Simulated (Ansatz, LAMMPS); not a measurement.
# Elastic response of La2O3 with crystalline order left by the classical run (105 atoms), part 2 of 3

Aim: relax La2O3 with crystalline order left by the classical run (105 atoms), then change its volume and shape to read moduli from the stress.

Ansatz 0.2.0; Kohn-Sham DFT, PBE, PAW (set soft_2), plane waves.

The cell: 42 La and 63 O. The quench rate of 50 K/ps far exceeds what a furnace or splat quench reaches. The starting topology of bonds comes from the classical model. The Brillouin zone is sampled at Γ only. Spin–orbit coupling is left out.

So far. Step 2 (Single point at the start): The r.m.s. force at the start is 0.25 eV/Å.

**3. Cell and atoms relaxed**

The cell is relaxed with the atoms, since the starting lattice needn't suit this functional.

File input.yaml:

```yaml
crystal:
  lattice:
    - [12.28313, 0.0, 0.0]
    - [0.0, 12.28313, 0.0]
    - [0.0, 0.0, 12.28313]
  atoms:
    [... the 105 atom lines of step 2 ...]
kpoints:
  mp_grid: { grid: [1, 1, 1] }
hamiltonian:
  xc: pbe
scf:
  occupations: { method: fixed }
output:
  forces: true
relax:
  f_tol: 0.05
  max_steps: 150
  cell: {}
```

On the command line:

```bash
$ ansatz run input.yaml --threads 4 --pin off --max-ram 8192MiB --backend cpu --events-out ev --progress --plain --runs-dir out
```

Numbers of over 12 decimals in the logs are rounded to 6 here.

What it wrote:

```text
[...]
Crystal: 105 atoms, lattice volume = 1853.221 Å³
Basis set: ecut = 420 eV, 36257 PW (Γ), exchange–correlation on 180×180×180 points (8 copies of the dense FFT grid, shifted against one another)
Bands: 525, of which v1, the nominal top of the filled ones, is band 420 counted from 1 (419 counted from 0)
Symmetry: 1 space group operations
[...]
k-points: 1
[...]
SCF iter   1: F=—  HF=-298441.218575 eV  |F-HF|=—  |Δ(HF+E_count)|=         —  Δρ=2.93e-3  dr2=2.37e-1  ethr=1.77e-3  ⟨swp⟩=4.0  Hψ=1914  notcnv=0  defer=101
[...]
SCF iter  10: F=-298441.223028 eV  HF=-298441.223028 eV  |F-HF|=6.29e-9  |Δ(HF+E_count)|=   1.76e-7  Δρ=1.16e-6  dr2=3.06e-8  ethr=1.19e-11  ⟨swp⟩=5.0  Hψ=1467  notcnv=0
SCF 1 converged in 10 iterations: F = -298441.223028 eV  dr2 = 3.06e-8
[...]
relax step   1: F+E_penalty+E_count = -298441.22302808 eV  Δ(F+E_penalty+E_count) = +0.000e0 eV  max|allowed force component| = 8.909e-1 eV/Å  Δτ_max = 0.0000 Å  P = -0.019 GPa  Ω = 1853.221 Å³  (10 SCF iters, dr2 threshold 1.00e-7 eV, accepted)
[... from here on, the SCF cycles and remarks between the steps are left out ...]
relax step   2: F+E_penalty+E_count = -298443.98311645 eV  Δ(F+E_penalty+E_count) = -2.760e0 eV  max|allowed force component| = 5.988e-1 eV/Å  Δτ_max = 0.1035 Å  P = -0.018 GPa  Ω = 1851.454 Å³  energy of the carried Pulay correction = +4.339e-3 eV  (9 SCF iters, dr2 threshold 1.05e-5 eV, accepted)
relax step   3: F+E_penalty+E_count = -298445.12508123 eV  Δ(F+E_penalty+E_count) = -1.142e0 eV  max|allowed force component| = 1.735e-1 eV/Å  Δτ_max = 0.2000 Å  P = -0.030 GPa  Ω = 1862.255 Å³  energy of the carried Pulay correction = -2.213e-2 eV  (8 SCF iters, dr2 threshold 1.05e-5 eV, accepted)
relax step   4: F+E_penalty+E_count = -298445.38926005 eV  Δ(F+E_penalty+E_count) = -2.642e-1 eV  max|allowed force component| = 2.159e-1 eV/Å  Δτ_max = 0.2000 Å  P = +0.022 GPa  Ω = 1865.857 Å³  energy of the carried Pulay correction = -3.092e-2 eV  (9 SCF iters, dr2 threshold 1.88e-6 eV, accepted)
relax step   5: F+E_penalty+E_count = -298445.54731459 eV  Δ(F+E_penalty+E_count) = -1.581e-1 eV  max|allowed force component| = 2.232e-1 eV/Å  Δτ_max = 0.1945 Å  P = -0.033 GPa  Ω = 1869.275 Å³  energy of the carried Pulay correction = -3.925e-2 eV  (8 SCF iters, dr2 threshold 2.91e-6 eV, accepted)
relax step   6: F+E_penalty+E_count = -298445.69648571 eV  Δ(F+E_penalty+E_count) = -1.492e-1 eV  max|allowed force component| = 1.307e-1 eV/Å  Δτ_max = 0.2000 Å  P = -0.021 GPa  Ω = 1870.982 Å³  energy of the carried Pulay correction = -4.340e-2 eV  (8 SCF iters, dr2 threshold 3.11e-6 eV, accepted)
relax step   7: F+E_penalty+E_count = -298445.79218950 eV  Δ(F+E_penalty+E_count) = -9.570e-2 eV  max|allowed force component| = 1.437e-1 eV/Å  Δτ_max = 0.1950 Å  P = +0.029 GPa  Ω = 1871.232 Å³  energy of the carried Pulay correction = -4.401e-2 eV  (9 SCF iters, dr2 threshold 1.07e-6 eV, accepted)
relax step   8: F+E_penalty+E_count = -298445.87164597 eV  Δ(F+E_penalty+E_count) = -7.946e-2 eV  max|allowed force component| = 7.968e-2 eV/Å  Δτ_max = 0.2000 Å  P = +0.012 GPa  Ω = 1872.292 Å³  energy of the carried Pulay correction = -4.659e-2 eV  (8 SCF iters, dr2 threshold 1.29e-6 eV, accepted)
relax step   9: F+E_penalty+E_count = -298445.92196030 eV  Δ(F+E_penalty+E_count) = -5.031e-2 eV  max|allowed force component| = 1.187e-1 eV/Å  Δτ_max = 0.2000 Å  P = +0.000 GPa  Ω = 1874.051 Å³  energy of the carried Pulay correction = -5.086e-2 eV  (9 SCF iters, dr2 threshold 3.97e-7 eV, accepted)
relax step  10: F+E_penalty+E_count = -298445.96769019 eV  Δ(F+E_penalty+E_count) = -4.573e-2 eV  max|allowed force component| = 1.743e-1 eV/Å  Δτ_max = 0.1949 Å  P = -0.016 GPa  Ω = 1875.559 Å³  energy of the carried Pulay correction = -5.452e-2 eV  (8 SCF iters, dr2 threshold 8.80e-7 eV, accepted)
relax step  11: F+E_penalty+E_count = -298446.01143402 eV  Δ(F+E_penalty+E_count) = -4.374e-2 eV  max|allowed force component| = 1.583e-1 eV/Å  Δτ_max = 0.1965 Å  P = -0.006 GPa  Ω = 1876.077 Å³  energy of the carried Pulay correction = -5.577e-2 eV  (8 SCF iters, dr2 threshold 1.90e-6 eV, accepted)
relax step  12: F+E_penalty+E_count = -298445.99938303 eV  Δ(F+E_penalty+E_count) = +1.205e-2 eV  max|allowed force component| = 3.117e-1 eV/Å  Δτ_max = 0.1974 Å  P = +0.005 GPa  Ω = 1877.285 Å³  energy of the carried Pulay correction = -5.870e-2 eV  (8 SCF iters, dr2 threshold 1.57e-6 eV, rejected (line search))
relax step  13: F+E_penalty+E_count = -298446.04418005 eV  Δ(F+E_penalty+E_count) = -3.275e-2 eV  max|allowed force component| = 5.437e-2 eV/Å  Δτ_max = 0.0987 Å  P = +0.002 GPa  Ω = 1876.056 Å³  energy of the carried Pulay correction = -5.572e-2 eV  (12 SCF iters, accepted)
relax step  14: F+E_penalty+E_count = -298446.04846319 eV  Δ(F+E_penalty+E_count) = -4.283e-3 eV  max|allowed force component| = 2.541e-2 eV/Å  Δτ_max = 0.1000 Å  P = -0.016 GPa  Ω = 1876.303 Å³  energy of the carried Pulay correction = -5.632e-2 eV  (9 SCF iters, dr2 threshold 1.85e-7 eV, accepted)
relax step  15: F+E_penalty+E_count = -298446.34102248 eV  Δ(F+E_penalty+E_count) = -2.926e-1 eV  max|allowed force component| = 2.600e-2 eV/Å  Δτ_max = 0.0000 Å  P = +0.205 GPa  Ω = 1876.303 Å³  stress off target by 6.92e-1 GPa  SCF on the basis re-selected at this cell (its energy is not comparable with the rows above)  (9 SCF iters)
relax step  16: F+E_penalty+E_count = -298446.32210349 eV  Δ(F+E_penalty+E_count) = +1.892e-2 eV  max|allowed force component| = 5.144e-2 eV/Å  Δτ_max = 0.0541 Å  P = -0.136 GPa  Ω = 1884.848 Å³  energy of the carried Pulay correction = -2.173e-2 eV  (8 SCF iters, dr2 threshold 1.20e-6 eV, accepted)
relax step  17: F+E_penalty+E_count = -298446.36085641 eV  Δ(F+E_penalty+E_count) = -3.875e-2 eV  max|allowed force component| = 3.003e-2 eV/Å  Δτ_max = 0.0499 Å  P = +0.000 GPa  Ω = 1881.449 Å³  energy of the carried Pulay correction = -1.293e-2 eV  (8 SCF iters, dr2 threshold 8.37e-7 eV, accepted)
relax step  18: F+E_penalty+E_count = -298446.37577846 eV  Δ(F+E_penalty+E_count) = -1.492e-2 eV  max|allowed force component| = 2.996e-2 eV/Å  Δτ_max = 0.0000 Å  P = +0.004 GPa  Ω = 1881.449 Å³  stress off target by 5.75e-2 GPa  SCF on the basis re-selected at this cell (its energy is not comparable with the rows above)  (7 SCF iters)
relax step  19: F+E_penalty+E_count = -298446.37715309 eV  Δ(F+E_penalty+E_count) = -1.375e-3 eV  max|allowed force component| = 8.209e-3 eV/Å  Δτ_max = 0.0149 Å  P = -0.000 GPa  Ω = 1881.546 Å³  energy of the carried Pulay correction = -2.949e-4 eV  (9 SCF iters, dr2 threshold 8.27e-9 eV, accepted)
relax step  20: F+E_penalty+E_count = -298446.37770413 eV  Δ(F+E_penalty+E_count) = -5.510e-4 eV  max|allowed force component| = 8.187e-3 eV/Å  Δτ_max = 0.0000 Å  P = -0.000 GPa  Ω = 1881.546 Å³  stress off target by 3.28e-3 GPa  SCF on the basis re-selected at this cell (its energy is not comparable with the rows above)  (4 SCF iters)
[...]
SCF converged after 4 iterations
Free energy (F): -298446.377704 eV
[...]
Internal energy: -298446.377704 eV  (E = F + TS)
E sigma→0 (E₀):  -298446.377704 eV
Fermi energy:    8.867913 eV
[...]
--- Forces (eV/Å), atoms counted from 1 ---
  atom   1  La    -0.00173237    -0.00007258    -0.00309607
  atom   2  La     0.00148243     0.00734199    -0.00818696
  atom   3  La     0.00052475    -0.00024386     0.00021667
  atom   4  La    -0.00065371     0.00302516    -0.00352234
  atom   5  La     0.00025977    -0.00003440    -0.00448103
  atom   6  La     0.00263473    -0.00384747     0.00281624
  atom   7  La    -0.00261258     0.00008889     0.00228956
  atom   8  La    -0.00539586    -0.00139645     0.00321181
  atom   9  La     0.00191941    -0.00045472     0.00291604
  atom  10  La    -0.00031512     0.00051749     0.00150735
  atom  11  La     0.00236742    -0.00220904     0.00231830
  atom  12  La     0.00016751     0.00210061     0.00371436
  atom  13  La    -0.00349984     0.00362597    -0.00141475
  atom  14  La     0.00079270    -0.00093749    -0.00413401
[...]
atom 104  O      0.00401969     0.00216964     0.00038344
  atom 105  O      0.00092798    -0.00087155     0.00116004
  max |Σ_I F_I| component: 5.47e-6 eV/Å
--- Stress (GPa, compression-positive) ---
        0.000473       0.000411       0.001228
        0.000411      -0.002899       0.001345
        0.001228       0.001345       0.001497
  P = ⅓ Tr σ = -0.0003 GPa (-0.003 kbar)
--- Relaxed structure (17 steps of the walk, 16 accepted, 3 SCFs on fresh bases) ---
  F+E_penalty+E_count = -298446.37770413 eV   max|allowed force component| = 8.187e-3 eV/Å   (the final SCF, on the basis selected at the relaxed cell)
  cell:  # Å, volume = 1881.5463 Å³
    - [11.898263, 0.269154, -0.042254]
    - [0.269154, 12.741970, -0.538228]
    - [-0.042254, -0.538228, 12.439405]
  atoms:
    - { symbol: La, position: [0.542925, 0.574592, 0.714007] }
    - { symbol: La, position: [0.849907, 0.232021, 0.628708] }
    - { symbol: La, position: [0.074124, 0.722601, 0.982322] }
    - { symbol: La, position: [0.578458, 0.836048, 0.585041] }
[...]
- { symbol: O, position: [0.211871, 0.770474, 0.608419] }
```

The job ended after 5.5 min (4 threads of AMD EPYC 9R14 (Zen 4), shared host; peak memory 3.3 GiB; 21 min of CPU time).

The relaxation converged after 17 steps, with a largest force component of 0.0082 eV/Å.

**4. Single point at the relaxed geometry**

The electronic structure is read at the final geometry, in a run of its own.

File input.yaml:

```yaml
crystal:
  lattice:
    - [11.89826, 0.26915, -0.04225]
    - [0.26915, 12.74197, -0.53823]
    - [-0.04225, -0.53823, 12.4394]
  atoms:
    - { symbol: La, position: [0.54293, 0.57459, 0.71401] }
    - { symbol: La, position: [0.84991, 0.23202, 0.62871] }
    - { symbol: La, position: [0.07412, 0.7226, 0.98232] }
    - { symbol: La, position: [0.57846, 0.83605, 0.58504] }
    - { symbol: La, position: [0.56756, 0.01161, 0.85654] }
    - { symbol: La, position: [0.83898, 0.98543, 0.70426] }
    [... 93 atom lines left out ...]
    - { symbol: O, position: [0.00298, 0.85863, 0.4141] }
    - { symbol: O, position: [0.69411, 0.32302, 0.9249] }
    - { symbol: O, position: [0.73299, 0.97268, 0.24745] }
    - { symbol: O, position: [0.69786, 0.1367, 0.69774] }
    - { symbol: O, position: [0.20163, 0.38833, 0.92587] }
    - { symbol: O, position: [0.21187, 0.77047, 0.60842] }
kpoints:
  mp_grid: { grid: [1, 1, 1] }
hamiltonian:
  xc: pbe
scf:
  occupations: { method: fixed }
output:
  forces: true
  stress: true
  populations: true
  dos:
    method: { smearing: { sigma: 0.08 } }
    de: 0.1
    projected: { site_lists: { La: [La], O: [O] } }
  eigenvalues: true
  write_density: true
  write_potential: true
  volumetric_format: npy
  elf: true
```

What it wrote:

```text
La: projections on atomic orbitals take those of the free atom [Kr 4d10] 4f0 5s2 5p6 5d1 6s2, of charge +0.00 (hamiltonian.pseudopotentials.projection_atoms); the dataset's partial waves leave at most 1.9e-5 of an orbital's norm unspanned inside its sphere
[...]
Crystal: 105 atoms, lattice volume = 1881.545 Å³
Basis set: ecut = 420 eV, 36783 PW (Γ), exchange–correlation on 160×180×180 points (8 copies of the dense FFT grid, shifted against one another)
Bands: 525, of which v1, the nominal top of the filled ones, is band 420 counted from 1 (419 counted from 0)
Symmetry: 1 space group operations
[...]
k-points: 1
[...]
SCF iter   1: F=—  HF=-298446.348106 eV  |F-HF|=—  |Δ(HF+E_count)|=         —  Δρ=2.73e-3  dr2=1.50e-1  ethr=1.77e-3  ⟨swp⟩=5.0  Hψ=1957  notcnv=0  defer=101
[...]
SCF iter  10: F=-298446.377705 eV  HF=-298446.377705 eV  |F-HF|=9.49e-9  |Δ(HF+E_count)|=   9.78e-8  Δρ=7.56e-7  dr2=1.58e-8  ethr=1.19e-11  ⟨swp⟩=25.0  Hψ=4904  notcnv=0
SCF 1 converged in 10 iterations: F = -298446.377705 eV  dr2 = 1.58e-8
[...]
SCF converged after 10 iterations
Free energy (F): -298446.377705 eV
[...]
Internal energy: -298446.377705 eV  (E = F + TS)
E sigma→0 (E₀):  -298446.377705 eV
Fermi energy:    8.867636 eV
[...]
--- Forces (eV/Å), atoms counted from 1 ---
  atom   1  La    -0.00211832     0.00009337    -0.00362067
  atom   2  La     0.00132583     0.00728945    -0.00808363
  atom   3  La     0.00076639    -0.00024903     0.00029289
  atom   4  La    -0.00114497     0.00276209    -0.00311806
  atom   5  La     0.00067548     0.00069113    -0.00493045
  atom   6  La     0.00247498    -0.00441927     0.00315055
  atom   7  La    -0.00193801     0.00034116     0.00136725
  atom   8  La    -0.00582459    -0.00178183     0.00299781
  atom   9  La     0.00108523    -0.00034109     0.00297086
  atom  10  La    -0.00044837     0.00018639     0.00153934
  atom  11  La     0.00235777    -0.00196575     0.00199531
  atom  12  La    -0.00045695     0.00286020     0.00349616
  atom  13  La    -0.00308807     0.00332164    -0.00134098
  atom  14  La     0.00082176    -0.00173809    -0.00449700
[...]
atom 104  O      0.00363816     0.00173631     0.00038890
  atom 105  O      0.00142630    -0.00050570     0.00089836
  max |Σ_I F_I| component: 2.48e-5 eV/Å
--- Stress (GPa, compression-positive) ---
        0.000655       0.000513       0.001099
        0.000513      -0.002828       0.001262
        0.001099       0.001262       0.001659
  P = ⅓ Tr σ = -0.0002 GPa (-0.002 kbar)
--- Band table (eV) ---
[...]
--- Löwdin populations: 105 sites ---
  site symbol       q [e]
     0     La     10.0995
     1     La     10.1062
     2     La     10.1030
[...]
104      O      6.5590
  spilling = 0.002355 (of n_electrons = 840.000000)
```

The job ended after 36 s (4 threads; peak memory 3.3 GiB; 2.2 min of CPU time).

Read from the output:

```yaml
free_energy: -298446.3777 eV
free_energy_per_atom: -2842.3465 eV/atom
scf_cycles: 10
pressure: -0.0001711 GPa
r_m_s_force_component: 0.00262 eV/Å
longest_force: 0.01132 eV/Å
fermi_energy: 8.868 eV
spacing_of_highest_filled_and_lowest_empty_level: 2.983 eV
spilling_of_the_projection: 0.002355
```

**5. Volume -3 %**

The relaxed cell is scaled evenly and the atoms are relaxed again; the stress at the end gives one point of P(V).

input.yaml, the sections that differ from step 4:

```yaml
crystal:
  lattice:
    - [11.77807, 0.26643, -0.04182]
    - [0.26643, 12.61325, -0.53279]
    - [-0.04182, -0.53279, 12.31374]
  atoms:
    [... the 105 atom lines of step 4 ...]
output:
  forces: true
  eigenvalues: true
  stress: true
relax:
  f_tol: 0.05
  max_steps: 70
# kpoints, hamiltonian, scf: as in step 4
```

What it wrote:

```text
Warning: output.stress: scf.convergence.dr2_threshold = 1e-7 eV (the SCF's general default) is looser than the 1.05e-8 eV advised for a printed stress (1e-10 eV for each atom of the cell: 105). What an SCF threshold leaves in a stress goes as its square root, and in the free energy as the threshold itself, and one threshold admits the most on a small cell: [...]
[...]
Crystal: 105 atoms, lattice volume = 1825.098 Å³
Basis set: ecut = 420 eV, 35687 PW (Γ), exchange–correlation on 160×180×180 points (8 copies of the dense FFT grid, shifted against one another)
Bands: 525, of which v1, the nominal top of the filled ones, is band 420 counted from 1 (419 counted from 0)
Symmetry: 1 space group operations
[...]
k-points: 1
[...]
SCF iter   1: F=—  HF=-298445.693306 eV  |F-HF|=—  |Δ(HF+E_count)|=         —  Δρ=2.79e-3  dr2=1.54e-1  ethr=1.77e-3  ⟨swp⟩=5.0  Hψ=1957  notcnv=0  defer=101
[...]
SCF iter   6: F=-298445.719283 eV  HF=-298445.719279 eV  |F-HF|=4.57e-6  |Δ(HF+E_count)|=   1.32e-5  Δρ=4.07e-5  dr2=3.13e-5  ethr=7.44e-9  ⟨swp⟩=19.0  Hψ=3452  notcnv=0
SCF 1 converged in 6 iterations: F = -298445.719283 eV  dr2 = 3.13e-5
[...]
relax step   1: F+E_penalty+E_count = -298445.71928323 eV  Δ(F+E_penalty+E_count) = +0.000e0 eV  max|allowed force component| = 2.157e-1 eV/Å  Δτ_max = 0.0000 Å  (6 SCF iters, dr2 threshold 6.25e-5 eV, accepted)
[...]
relax step   2: F+E_penalty+E_count = -298445.63262378 eV  Δ(F+E_penalty+E_count) = +8.666e-2 eV  max|allowed force component| = 4.475e-1 eV/Å  Δτ_max = 0.0866 Å  (8 SCF iters, dr2 threshold 2.91e-6 eV, rejected (line search))
[...]
relax step   3: F+E_penalty+E_count = -298445.81713530 eV  Δ(F+E_penalty+E_count) = -9.785e-2 eV  max|allowed force component| = 8.610e-2 eV/Å  Δτ_max = 0.0406 Å  (10 SCF iters, accepted)
relax step   4: F+E_penalty+E_count = -298445.83742716 eV  Δ(F+E_penalty+E_count) = -2.029e-2 eV  max|allowed force component| = 9.908e-2 eV/Å  Δτ_max = 0.0808 Å  (10 SCF iters, accepted)
relax step   5: F+E_penalty+E_count = -298445.84089044 eV  Δ(F+E_penalty+E_count) = -3.463e-3 eV  max|allowed force component| = 6.996e-2 eV/Å  Δτ_max = 0.0507 Å  (9 SCF iters, accepted)
[...]
relax step   6: F+E_penalty+E_count = -298445.84472512 eV  Δ(F+E_penalty+E_count) = -3.835e-3 eV  max|allowed force component| = 1.696e-2 eV/Å  Δτ_max = 0.0239 Å  (8 SCF iters, accepted)
SCF converged after 8 iterations
Free energy (F): -298445.844725 eV
[...]
Internal energy: -298445.844725 eV  (E = F + TS)
E sigma→0 (E₀):  -298445.844725 eV
Fermi energy:    9.253530 eV
[...]
--- Forces (eV/Å), atoms counted from 1 ---
  atom   1  La     0.00193941     0.00162667    -0.00124532
  atom   2  La    -0.00065092    -0.01163437     0.00037647
  atom   3  La    -0.00219912     0.00858438    -0.00641933
  atom   4  La     0.00085936     0.00187795     0.00267834
  atom   5  La    -0.00100615    -0.00085754     0.00321915
  atom   6  La     0.00191268     0.00337372     0.00364421
  atom   7  La    -0.00122229    -0.00587052     0.00262489
  atom   8  La     0.00156980    -0.00692914     0.00385048
  atom   9  La     0.00091391    -0.00048312     0.00418335
  atom  10  La    -0.00184664     0.00596635    -0.00315738
  atom  11  La    -0.00181511    -0.00489734    -0.00056808
  atom  12  La    -0.00030637     0.00497929     0.00134559
  atom  13  La     0.00090999    -0.00461139    -0.00441208
  atom  14  La     0.00184535     0.00336028    -0.00080377
[...]
atom 104  O     -0.00121577     0.00350432     0.00540639
  atom 105  O      0.00310870    -0.00519683    -0.00139645
  max |Σ_I F_I| component: 3.38e-5 eV/Å
--- Stress (GPa, compression-positive) ---
        3.343608      -0.072776       0.144487
       -0.072776       3.169684       0.030239
        0.144487       0.030239       2.853805
  P = ⅓ Tr σ = 3.1224 GPa (31.224 kbar)
--- Band table (eV) ---
[...]
--- Relaxed structure (6 steps of the walk, 5 accepted, 0 SCFs on fresh bases) ---
  F+E_penalty+E_count = -298445.84472512 eV   max|allowed force component| = 1.696e-2 eV/Å
  atoms:
    - { symbol: La, position: [0.544680, 0.573724, 0.711765] }
    - { symbol: La, position: [0.851210, 0.228996, 0.631277] }
    - { symbol: La, position: [0.070935, 0.723519, 0.979559] }
    - { symbol: La, position: [0.578732, 0.833576, 0.581880] }
[...]
- { symbol: O, position: [0.212997, 0.770434, 0.605853] }
```

Wall time 2.3 min (4 threads); peak memory 3.1 GiB.

The program notes that the SCF threshold is loose for the stress.

The relaxation converged after 6 steps, 0.125 eV below its start, with a largest force component of 0.017 eV/Å.

Volume -3 %: the energy stands 0.533 eV above that of the reference, at a pressure of 3.12 GPa.

**6. Volume +3 %**

The relaxed cell is scaled to another volume.

Input and log are left out; they have the form of those shown for this kind of step.

Run time: 2.8 min. Hardware: 4 threads of AMD EPYC 9R14 (Zen 4), shared host; peak memory 3.3 GiB.

The relaxation converged after 7 steps, 0.132 eV below its start, with a largest force component of 0.027 eV/Å.

Volume +3 %: the energy stands 0.466 eV above that of the reference, at a pressure of -2.51 GPa.

**7. Volume -6 %**

The relaxed cell is scaled to another volume.

Input and log are left out; they have the form of those shown for this kind of step.

Elapsed: 1.9 min, on 4 threads of AMD EPYC 9R14 (Zen 4), shared host; peak memory 3.1 GiB.

The relaxation converged after 5 steps, 0.521 eV below its start, with a largest force component of 0.032 eV/Å.

Volume -6 %: the energy stands 2.26 eV above that of the reference, at a pressure of 6.78 GPa.

(Part 2 of 3 ends here.)

[Logs are printed without paths, hosts, clocks, repeated set-up lines and the standing remarks that a program may print on its own settings, such as how far it seeks lower states.]

[Hosts, paths, dates, database ids (printed as entryN), source tags and the programs' standing remarks are cut or masked in the printed files.]
